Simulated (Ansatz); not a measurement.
# What Mo2NO2 monolayer distorts into, part 3 of 3

Which phase does Mo2NO2 monolayer fall into along its unstable mode, and how much energy does it gain?

Ansatz 0.2.0; DFT PBEsol, scalar-relativistic, plane waves, PAW.

So far. Step 4 (The mode frozen in, largest atomic shift 0.14 Å): The energy, extrapolated to zero smearing, is -5.18 meV/atom against the undistorted cell. Step 5 (Energy along the mode, all amplitudes (two of the runs …): The lowest of the steps tried is at 0.14 Å, 5.18 meV/atom below the parent; the bottom of the well need not coincide with a step.

## Step 6: Relaxation from the frozen mode (continued)

ELF in the bc plane at fractional x = 0.000, with atoms of N and Mo and O within 0.2 Å of it. It is the smooth field of the valence electrons, not physical close to the nuclei.

Values, 24 rows by 14 columns, each cell a mean:
```
0.00 0.00 0.00 0.00 0.00 0.00 0.00 0.00 0.00 0.00 0.00 0.00 0.00 0.00
0.00 0.00 0.00 0.00 0.00 0.00 0.00 0.00 0.00 0.00 0.00 0.00 0.00 0.00
0.00 0.00 0.00 0.00 0.00 0.00 0.00 0.00 0.00 0.00 0.00 0.00 0.00 0.00
0.00 0.00 0.00 0.00 0.00 0.00 0.00 0.00 0.00 0.00 0.00 0.00 0.00 0.00
0.00 0.00 0.00 0.00 0.00 0.00 0.00 0.00 0.00 0.00 0.00 0.00 0.00 0.00
0.00 0.00 0.00 0.00 0.00 0.00 0.00 0.00 0.00 0.00 0.00 0.00 0.00 0.00
0.00 0.00 0.00 0.00 0.00 0.00 0.00 0.00 0.00 0.00 0.00 0.00 0.00 0.00
0.00 0.00 0.00 0.00 0.00 0.00 0.00 0.00 0.00 0.00 0.00 0.00 0.00 0.00
0.00 0.00 0.00 0.00 0.00 0.00 0.00 0.00 0.00 0.00 0.00 0.00 0.00 0.00
0.00 0.00 0.00 0.00 0.00 0.00 0.00 0.00 0.00 0.00 0.00 0.00 0.00 0.00
0.00 0.00 0.00 0.00 0.00 0.00 0.00 0.00 0.00 0.00 0.00 0.00 0.00 0.00
0.00 0.00 0.00 0.00 0.00 0.00 0.00 0.00 0.00 0.00 0.00 0.00 0.00 0.00
0.00 0.00 0.00 0.00 0.00 0.00 0.00 0.00 0.00 0.00 0.00 0.00 0.00 0.00
0.00 0.00 0.00 0.00 0.00 0.00 0.01 0.04 0.10 0.15 0.15 0.11 0.05 0.01
0.01 0.01 0.02 0.03 0.05 0.07 0.12 0.44 0.72 0.72 0.70 0.73 0.54 0.15
0.29 0.25 0.18 0.40 0.63 0.56 0.58 0.46 0.40 0.46 0.46 0.44 0.34 0.28
0.46 0.69 0.59 0.26 0.30 0.42 0.48 0.48 0.44 0.39 0.29 0.30 0.62 0.65
0.28 0.27 0.39 0.48 0.47 0.50 0.38 0.43 0.65 0.59 0.67 0.54 0.24 0.27
0.04 0.24 0.59 0.71 0.68 0.73 0.62 0.22 0.09 0.12 0.11 0.06 0.04 0.02
0.00 0.01 0.05 0.10 0.13 0.10 0.05 0.01 0.00 0.00 0.00 0.00 0.00 0.00
0.00 0.00 0.00 0.00 0.00 0.00 0.00 0.00 0.00 0.00 0.00 0.00 0.00 0.00
0.00 0.00 0.00 0.00 0.00 0.00 0.00 0.00 0.00 0.00 0.00 0.00 0.00 0.00
0.00 0.00 0.00 0.00 0.00 0.00 0.00 0.00 0.00 0.00 0.00 0.00 0.00 0.00
0.00 0.00 0.00 0.00 0.00 0.00 0.00 0.00 0.00 0.00 0.00 0.00 0.00 0.00
```
Columns run along b (5.0 Å), rows up along c (32.6 Å). Atoms in or near the plane, at fractional coordinates: N at (0.01, 0.31), Mo at (0.39, 0.34), Mo at (0.67, 0.27), O at (0.71, 0.38), O at (0.30, 0.25).

Valence density in the bc plane at fractional x = 0.000, with atoms of N and Mo and O within 0.2 Å of it. It is the smooth field of the valence electrons, not physical close to the nuclei.

Values in e/Å³, 24 rows by 14 columns, each cell a mean:
```
0.0 0.0 0.0 0.0 0.0 0.0 0.0 0.0 0.0 0.0 0.0 0.0 0.0 0.0
0.0 0.0 0.0 0.0 0.0 0.0 0.0 0.0 0.0 0.0 0.0 0.0 0.0 0.0
0.0 0.0 0.0 0.0 0.0 0.0 0.0 0.0 0.0 0.0 0.0 0.0 0.0 0.0
0.0 0.0 0.0 0.0 0.0 0.0 0.0 0.0 0.0 0.0 0.0 0.0 0.0 0.0
0.0 0.0 0.0 0.0 0.0 0.0 0.0 0.0 0.0 0.0 0.0 0.0 0.0 0.0
0.0 0.0 0.0 0.0 0.0 0.0 0.0 0.0 0.0 0.0 0.0 0.0 0.0 0.0
0.0 0.0 0.0 0.0 0.0 0.0 0.0 0.0 0.0 0.0 0.0 0.0 0.0 0.0
0.0 0.0 0.0 0.0 0.0 0.0 0.0 0.0 0.0 0.0 0.0 0.0 0.0 0.0
0.0 0.0 0.0 0.0 0.0 0.0 0.0 0.0 0.0 0.0 0.0 0.0 0.0 0.0
0.0 0.0 0.0 0.0 0.0 0.0 0.0 0.0 0.0 0.0 0.0 0.0 0.0 0.0
0.0 0.0 0.0 0.0 0.0 0.0 0.0 0.0 0.0 0.0 0.0 0.0 0.0 0.0
0.0 0.0 0.0 0.0 0.0 0.0 0.0 0.0 0.0 0.0 0.0 0.0 0.0 0.0
0.0 0.0 0.0 0.0 0.0 0.0 0.0 0.0 0.0 0.0 0.0 0.0 0.0 0.0
0.0 0.0 0.0 0.0 0.0 0.0 0.0 0.0 0.0 0.0 0.0 0.0 0.0 0.0
0.0 0.0 0.0 0.0 0.1 0.1 0.1 0.2 1.0 2.7 3.1 1.4 0.3 0.1
0.3 0.3 0.3 1.2 3.4 4.6 4.1 1.9 1.0 1.7 1.8 0.9 0.4 0.3
2.8 2.0 0.8 0.6 1.2 1.9 1.7 1.0 0.9 1.1 0.8 0.5 1.0 2.2
0.3 0.3 0.6 1.5 2.2 1.6 0.7 1.5 4.1 5.3 4.6 2.1 0.5 0.3
0.0 0.1 0.5 1.8 2.9 1.9 0.5 0.2 0.2 0.2 0.2 0.1 0.1 0.0
0.0 0.0 0.0 0.0 0.0 0.0 0.0 0.0 0.0 0.0 0.0 0.0 0.0 0.0
0.0 0.0 0.0 0.0 0.0 0.0 0.0 0.0 0.0 0.0 0.0 0.0 0.0 0.0
0.0 0.0 0.0 0.0 0.0 0.0 0.0 0.0 0.0 0.0 0.0 0.0 0.0 0.0
0.0 0.0 0.0 0.0 0.0 0.0 0.0 0.0 0.0 0.0 0.0 0.0 0.0 0.0
0.0 0.0 0.0 0.0 0.0 0.0 0.0 0.0 0.0 0.0 0.0 0.0 0.0 0.0
```
Columns run along b (5.0 Å), rows up along c (32.6 Å). Atoms in or near the plane, at fractional coordinates: N at (0.01, 0.31), Mo at (0.39, 0.34), Mo at (0.67, 0.27), O at (0.71, 0.38), O at (0.30, 0.25).

The distorted start has space group P2_1/m; the relaxation ends in P2_1/m.

## Step 7: Results

| Quantity | Value |
| --- | --- |
| unstable mode of the parent | q = (0, -0.5, 0), 131i cm⁻¹ |
| depth at the lowest point sampled | 5.18 meV/atom |
| largest atomic shift at that point | 0.14 Å |
| space group reached (within 0.01 Å) | P2_1/m |
| energy gained over the parent (first relaxation, on the mesh of the frozen mode) | 51.4 meV/atom |
| area per atom, phase reached | 1.64 Å² |

What this shows: Along this mode the structure falls into P2_1/m, 51.4 meV/atom below the parent. At the parent's cell the well is 5.176 meV/atom deep on the steps tried, with its lowest point at a shift of 0.14 Å. Relaxing atoms and cell changes the gain by +46.25 meV/atom against the lowest step (energies at zero smearing). Most of the total comes from this relaxation. The modes of the phase reached were not computed on this path. Of the 2 patterns followed to their end from this parent, this one ends 12.5 meV/atom above the lowest, P2/c. Each path keeps the symmetry of its pattern, so a lower phase may lie along a pattern not tried. With no gap, or one that is small against the smearing, the frequencies hang on the k mesh and the smearing, most of all near Kohn anomalies. The phonon runs are without spin polarisation, although the cell has an odd electron count. In a sheet or slab the interpolated bending branch near Γ is rough, since the rotational sum rule isn't imposed. A phonon run warned that its eigensolver left some bands unconverged in a pass. The starting cell was built on a prototype and not taken from a measurement.

[Logs are printed without paths, hosts, clocks, repeated set-up lines and the standing remarks that a program may print on its own settings, such as how far it seeks lower states.]

[Hosts, paths, dates, database ids (printed as entryN), source tags and the programs' standing remarks are cut or masked in the printed files.]
